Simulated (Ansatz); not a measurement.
# G0W0 on several functionals: SiO2 (I-42d)

One-shot GW is not self-consistent; how far does the start matter for SiO2 (I-42d)?

Calculated with Ansatz 0.2.0; G0W0 on several functionals, plane waves, PAW.

Report form: the programs' logs are mostly left out.

In doubt: masses and optical values from hybrid runs of this build are listed as unsure (steps 4, 5, 6), which bears on the screening that GW takes from such a start.

## Step 1: Starting point

Symmetry: I-42d, No. 122, tetragonal system. Conventional cell: a = 4.748 Å, b = 4.748 Å, c = 7.488 Å, α = 90.00°, β = 90.00°, γ = 90.00°. Nearest to Si lie 4 O at 1.62 Å. Nearest to O lie 2 Si at 1.62 Å. Farther neighbours and most contacts between anions are not listed.

The cell and positions come from the Crystallography Open Database and are kept as given unless a step says otherwise.

## Step 2: G0W0 on LDA

G0W0 replaces the xc potential by the self-energy, built once from these orbitals. Only a window of levels is corrected, while the sums run over the empty bands that the input names. This step takes PAW set soft_1 files.

This step: G0W0 on LDA, plane waves, PAW; PAW set soft_1.

File input.yaml:

```yaml
crystal:
  lattice:
    - [-2.37405, 2.37405, 3.744]
    - [2.37405, -2.37405, 3.744]
    - [2.37405, 2.37405, -3.744]
  atoms:
    - { symbol: Si, position: [0.0, 0.0, 0.0] }
    - { symbol: Si, position: [0.75, 0.25, 0.5] }
    - { symbol: O, position: [0.99838, 0.625, 0.87338] }
    - { symbol: O, position: [0.375, 0.24838, 0.37338] }
    - { symbol: O, position: [0.75162, 0.125, 0.12662] }
    - { symbol: O, position: [0.875, 0.00162, 0.62662] }
kpoints:
  mp_grid: { grid: [4, 4, 4] }
hamiltonian:
  xc: lda
  pseudopotentials: { kind: paw, azcp: { folder: soft_1 }, xc_functional: pbe }
scf:
  occupations: { method: fixed }
gw:
  n_empty_bands: 191
  ecut_chi: 100
  qp_bands: [v2, c2]
  qp_kpoints: band_edges
  screening: { model: contour_deformation }
```

The run is started by

```console
$ ansatz run input.yaml --threads 3 --pin off --max-ram 92160MiB --backend cuda --events-out ev --progress --plain --runs-dir out --devices 1 --max-vram 13GiB
```

Elapsed: 11 s, on 1 × NVIDIA H100 80GB HBM3 (shared by 6 runs) with 3 threads of AMD EPYC 7R13 (Zen 3), shared host; peak memory 1.2 GiB; 10 s of CPU time.

This step gave:

| Item | Value |
| --- | --- |
| bands summed | 207 |
| RPA ε∞ on this mesh (eigenvalues) | 2.260, 2.260, 2.323 |
| plane waves in the screening matrix | 179 |
| q-points in the mesh | 64 |
| G0W0 gap on the mesh | 8.885 eV |
| k of the valence top | 0, 0, 0 |
| k of the conduction bottom | 0, 0, 0 |
| starting gap on the mesh | 5.822 eV |
| Z at the valence top | 0.8045 |
| Z at the conduction bottom | 0.8690 |
| least direct G0W0 gap on the computed points | 8.885 eV |

The gap on the mesh goes from 5.82 eV to 8.88 eV, a correction of +3.06 eV. Between the two edge states, bare exchange in place of the xc potential would open the gap by 10.63 eV, and correlation takes back 7.57 eV.

## Step 3: G0W0 on r2SCAN

The same correction from a different start measures what one shot leaves open.

This step: G0W0 on r2SCAN, plane waves, PAW; PAW set soft_1.

input.yaml, as its differences from that of step 2:

```diff
@@ -15,4 +15,4 @@
 hamiltonian:
-  xc: lda
-  pseudopotentials: { kind: paw, azcp: { folder: soft_1 }, xc_functional: pbe }
+  xc: r2scan
+  pseudopotentials: { kind: paw, azcp: { folder: soft_1 } }
 scf:
```

Wall time 23 s (1 × NVIDIA H100 80GB HBM3 (shared by 6 runs) with 3 threads); peak memory 1.4 GiB; 28 s of CPU time.

This step gave:

```
bands summed                                 : 207
RPA ε∞ on this mesh (eigenvalues)            : 2.091, 2.091, 2.140
plane waves in the screening matrix          : 179
q-points in the mesh                         : 64
G0W0 gap on the mesh                         : 9.273 eV
k of the valence top                         : 0, 0, 0
k of the conduction bottom                   : 0, 0, 0
starting gap on the mesh                     : 6.700 eV
Z at the valence top                         : 0.8224
Z at the conduction bottom                   : 0.8835
least direct G0W0 gap on the computed points : 9.273 eV
```

Against the run with 4×4×4 mesh, 191 empty bands, screening to 100 eV, PAW set soft_1 files on LDA, the gap moves by +0.39 eV, while the start moved by +0.88 eV.

## Step 4: G0W0 on HSE06

This step: G0W0 on HSE06, plane waves, PAW; PAW set soft_1.

input.yaml, as its differences from that of step 3:

```diff
@@ -15,3 +15,3 @@
 hamiltonian:
-  xc: r2scan
+  xc: hse06
   pseudopotentials: { kind: paw, azcp: { folder: soft_1 } }
```

The job ended after 40 s (1 × NVIDIA H100 80GB HBM3 (shared by 6 runs) with 3 threads; peak memory 1.4 GiB).

Numbers from this step:

```yaml
bands_summed: 207
rpa_eps_infinity_on_this_mesh_eigenvalues: 1.996, 1.996, 2.038
plane_waves_in_the_screening_matrix: 179
g0w0_gap_on_the_mesh: 9.714 eV
k_of_the_valence_top: 0, 0, 0
k_of_the_conduction_bottom: 0, 0, 0
starting_gap_on_the_mesh: 7.875 eV
least_direct_g0w0_gap_on_the_computed_points: 9.714 eV
```

Against the run with 4×4×4 mesh, 191 empty bands, screening to 100 eV, PAW set soft_1 files on r2SCAN, the gap moves by +0.44 eV, while the start moved by +1.17 eV.

## Step 5: G0W0 on PBE0

This step: G0W0 on PBE0, plane waves, PAW; PAW set soft_1.

input.yaml, as its differences from that of step 4:

```diff
@@ -15,3 +15,3 @@
 hamiltonian:
-  xc: hse06
+  xc: pbe0
   pseudopotentials: { kind: paw, azcp: { folder: soft_1 } }
```

Run time: 39 s. Hardware: 1 × NVIDIA H100 80GB HBM3 (shared by 6 runs) with 3 threads; peak memory 1.4 GiB.

This step gave:

| Property | Result |
| --- | --- |
| bands summed | 207 |
| RPA ε∞ on this mesh (eigenvalues) | 1.951, 1.951, 1.990 |
| plane waves in the screening matrix | 179 |
| G0W0 gap on the mesh | 9.924 eV |
| k of the valence top | 0, 0, 0 |
| k of the conduction bottom | 0, 0, 0 |
| starting gap on the mesh | 8.644 eV |
| least direct G0W0 gap on the computed points | 9.924 eV |

Against the run with 4×4×4 mesh, 191 empty bands, screening to 100 eV, PAW set soft_1 files on HSE06, the gap moves by +0.21 eV, while the start moved by +0.77 eV.

## Step 6: G0W0 on Hartree-Fock

This step: G0W0 on Hartree-Fock, plane waves, PAW; PAW set soft_1.

input.yaml, as its differences from that of step 5:

```diff
@@ -15,3 +15,3 @@
 hamiltonian:
-  xc: pbe0
+  xc: hf
   pseudopotentials: { kind: paw, azcp: { folder: soft_1 } }
```

Run time: 33 s. Hardware: 1 × NVIDIA H100 80GB HBM3 (shared by 6 runs) with 3 threads; peak memory 1.5 GiB.

This step gave:

| Property | Result |
| --- | --- |
| bands summed | 207 |
| RPA ε∞ on this mesh (eigenvalues) | 1.573, 1.573, 1.587 |
| plane waves in the screening matrix | 179 |
| G0W0 gap on the mesh | 11.79 eV |
| k of the valence top | 0, 0, 0 |
| k of the conduction bottom | 0, 0, 0 |
| starting gap on the mesh | 16.40 eV |
| least direct G0W0 gap on the computed points | 11.79 eV |

Against the run with 4×4×4 mesh, 191 empty bands, screening to 100 eV, PAW set soft_1 files on PBE0, the gap moves by +1.87 eV, while the start moved by +7.76 eV.

## Step 7: The starts together

All on the 4×4×4 mesh with 191 empty bands and screening to 100 eV. Times are wall times on 1 × NVIDIA H100 80GB HBM3 (shared by 6 runs) with 3 threads of AMD EPYC 7R13 (Zen 3), shared host, good to a factor of about two.

| start | starting gap (eV) | shift (eV) | G0W0 gap (eV) | RPA ε∞ (harmonic mean) | Z (valence, conduction) | time |
| --- | --- | --- | --- | --- | --- | --- |
| LDA | 5.82 | +3.06 | 8.88 | 2.28 | 0.80, 0.87 | 11 s |
| r2SCAN | 6.70 | +2.57 | 9.27 | 2.11 | 0.82, 0.88 | 23 s |
| HSE06 | 7.87 | +1.84 | 9.71 | 2.01 | 0.84, 0.89 | 40 s |
| PBE0 | 8.64 | +1.28 | 9.92 | 1.96 | 0.84, 0.90 | 39 s |
| Hartree-Fock | 16.40 | −4.61 | 11.79 | 1.58 | 0.91, 0.94 | 33 s |

How the two edges are built up, in eV (the quasiparticle level is the starting level plus Σx plus Σc less Vxc):

```
   run               edge  start      Σx     Σc     Vxc     Z     QP
   LDA        valence top   0.80  -26.32   4.27  -20.51  0.80  -0.74
   LDA  conduction bottom   6.63   -7.15  -3.30  -11.97  0.87   8.14
r2SCAN        valence top   0.68  -26.45   4.04  -20.95  0.82  -0.78
r2SCAN  conduction bottom   7.38   -6.69  -3.08  -10.88  0.88   8.49
 HSE06        valence top  -0.21  -26.47   3.77  -21.81  0.84  -1.10
 HSE06  conduction bottom   7.67   -6.58  -2.97  -10.50  0.89   8.61
  PBE0        valence top  -0.62  -26.48   3.64  -22.22  0.84  -1.23
  PBE0  conduction bottom   8.03   -6.57  -2.88  -10.13  0.90   8.70
```

For a hybrid start, Vxc holds its share of exact exchange.

## Step 8: What came out

| Quantity | Value |
| --- | --- |
| G0W0@LDA | 8.88 eV (start 5.82 eV) |
| G0W0@r2SCAN | 9.27 eV (start 6.70 eV) |
| G0W0@HSE06 | 9.71 eV (start 7.87 eV) |
| G0W0@PBE0 | 9.92 eV (start 8.64 eV) |
| G0W0@Hartree-Fock | 11.79 eV (start 16.40 eV) |
| known limits | not at the basis limit |

In words: The starting gaps span 10.58 eV and the G0W0 gaps 2.91 eV. Between LDA and Hartree-Fock, 2.91 eV of the 10.58 eV survives, 27 %. Hartree-Fock screens less than LDA (ε∞ 1.58 against 2.28). On Hartree-Fock the correction is negative: that start lies above its own G0W0 value. The smallest correction, +1.28 eV, is on PBE0, the start nearest to reproducing itself. Bands and cutoff are finite, so the gap is not at the basis limit. The miss can reach some tenths of an eV and take either sign; the mesh is an error of its own.

[Paths, hosts, dates, memory and timing lines, banners, echoed tables and standing remarks are left out of the program output.]

[Logs are printed without paths, hosts, clocks, repeated set-up lines and the standing remarks that a program may print on its own settings, such as how far it seeks lower states.]

[Runs of the session that timed out or met a known fault of the program may be left out.]

[Cells called generated may have been cut or substituted from an entry of the Crystallography Open Database or the Materials Project.]

[Hosts, paths, dates, database ids (printed as entryN), source tags and the programs' standing remarks are cut or masked in the printed files.]
